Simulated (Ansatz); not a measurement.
## GaN (P6_3mc): refractive index against wavelength

The refractive index of GaN (P6_3mc) along x below the direct gap (1.96 eV on the mesh) is read from one computed spectrum, n = √(Re ε). x, y and z are the Cartesian axes of the input cell.

It takes space group P6_3mc (No. 186, hexagonal). The conventional cell has a = 3.180 Å, b = 3.180 Å, c = 5.166 Å, α = 90.00°, β = 90.00°, γ = 120.00°. Ga on site b has 4 N at 1.94 to 1.95 Å as nearest neighbours. N on site b is surrounded by 4 Ga at 1.94 to 1.95 Å.

Method: Ansatz 0.2.0, PBE, independent particles, k-mesh 12×12×7 with interpolation inside its cells, Gaussian parameter 0.15 eV.

Launch of the response step: `ansatz run input.yaml --threads 4 --pin off --max-ram 8192MiB --backend cpu --events-out ev --progress --plain --runs-dir out`. The run took 22 s, on 4 threads of Arm Neoverse V1 (shared host).

```
wavelength (nm)  photon energy E (eV)       n
           3000                 0.413  2.4301
           2000                 0.620  2.4365
           1550                 0.800  2.4445
           1310                 0.946  2.4528
           1064                 1.165       ?
```

In the single-oscillator model n² − 1 = E₀E_d/(E₀² − E²), so 1/(n² − 1) = E₀/E_d − E²/(E₀E_d) is linear in E².

Working, on the rows shown:

| x = E² (eV²) | y = 1/(n² − 1) |
| --- | --- |
| 0.170801 | 0.203858 |
| 0.384302 | 0.202571 |
| 0.639837 | 0.200982 |
| 0.895757 | 0.199353 |

Means: x̄ = 0.52267, ȳ = 0.20169. Σ(x − x̄)(y − ȳ) = -0.00184, Σ(x − x̄)² = 0.2959. Slope = -0.00184 / 0.2959 = -0.006217; intercept = ȳ − slope · x̄ = 0.20494. Turned back into n, the line misses the rows shown by at most 0.0001.

**Question.** Predict the last column of the withheld row from the fit.

**Answer.** At x = 1.3578 the line gives y = 0.1965, that is 2.4676. The run gave 2.4692, so the extrapolation is off by 0.0016, 4 % of the range in the table.

Refitted with all rows, the slope is -0.006454 and the intercept 0.20504. These give E₀ = √(intercept/−slope) = 5.64 eV and E_d = E₀/intercept = 27.5 eV; E₀ is 2.9 times the direct gap. The electronic limit at long wavelengths, without lattice vibrations, is n = √(1 + 1/intercept) = 2.424. The cell comes from an older database entry, whose edges can be off by a per cent or so. Excitons are left out and so are local fields; PBE gaps are as a rule too small. Spin-orbit coupling is left out.

[Logs are printed without paths, hosts, clocks, repeated set-up lines and the standing remarks that a program may print on its own settings, such as how far it seeks lower states.]
